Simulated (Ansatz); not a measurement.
An input for Ansatz 0.2.0 (Bi3O4Cl (C2/c)):

```yaml
crystal:
  lattice:
    - [9.6406818171, -2.8238, 0.0]
    - [9.6406818171, 2.8238, 0.0]
    - [-1.5365156966, 0.0, 5.484222887]
  atoms:
    - { symbol: Bi, position: [0.2925, 0.7075, 0.75] }
    - { symbol: Bi, position: [0.7075, 0.2925, 0.25] }
    - { symbol: Bi, position: [0.93879, 0.35443, 0.9332] }
    - { symbol: Bi, position: [0.64557, 0.06121, 0.5668] }
    - { symbol: Bi, position: [0.06121, 0.64557, 0.0668] }
    - { symbol: Bi, position: [0.35443, 0.93879, 0.4332] }
    - { symbol: Cl, position: [0.0, 0.5, 0.5] }
    - { symbol: Cl, position: [0.5, 0.0, 0.0] }
    - { symbol: O, position: [0.055, 0.1312, 0.6074] }
    - { symbol: O, position: [0.8688, 0.945, 0.8926] }
    - { symbol: O, position: [0.945, 0.8688, 0.3926] }
    - { symbol: O, position: [0.1312, 0.055, 0.1074] }
    - { symbol: O, position: [0.4988, 0.6314, 0.4794] }
    - { symbol: O, position: [0.3686, 0.5012, 0.0206] }
    - { symbol: O, position: [0.5012, 0.3686, 0.5206] }
    - { symbol: O, position: [0.6314, 0.4988, 0.9794] }
kpoints:
  mp_grid: { grid: [4, 4, 4] }
hamiltonian:
  xc: lda
  pseudopotentials: { kind: paw, source: ansatz }
scf:
  occupations: { method: fixed }
gw:
  n_empty_bands: 678
  ecut_chi: 100.0
  qp_bands: [v4, c4]
  qp_kpoints: band_edges
  screening: { model: contour_deformation }
```

```sh
ansatz run input.yaml --threads 16 --pin off --max-ram 82944MiB --backend cuda --events-out ev --progress --plain --runs-dir out --devices 1 --max-vram 78GiB
```

**Question.** Estimate wall time and host memory on 1 × NVIDIA GB200 (shared by 2 runs) with 16 threads of Arm Neoverse V2, shared host.

It took 5.9 min; on shared hardware allow 3 min to 12 min. Peak host memory was 10 GiB. The sizes that set the cost: 19203 plane waves a state, 24 irreducible k points, 778 bands summed, 693 plane waves in the screening and 10 SCF cycles.

The screening grows as filled bands × empty bands × pairs of k points, times the square of the screening basis for the matrix.

[Paths, hosts, dates, memory and timing lines, banners, echoed tables and standing remarks are left out of the program output.]

[Logs are printed without paths, hosts, clocks, repeated set-up lines and the standing remarks that a program may print on its own settings, such as how far it seeks lower states.]

[Runs of the session that timed out or met a known fault of the program may be left out.]

[Cells called generated may have been cut or substituted from an entry of the Crystallography Open Database or the Materials Project.]

[Hosts, paths, dates, database ids (printed as entryN), source tags and the programs' standing remarks are cut or masked in the printed files.]
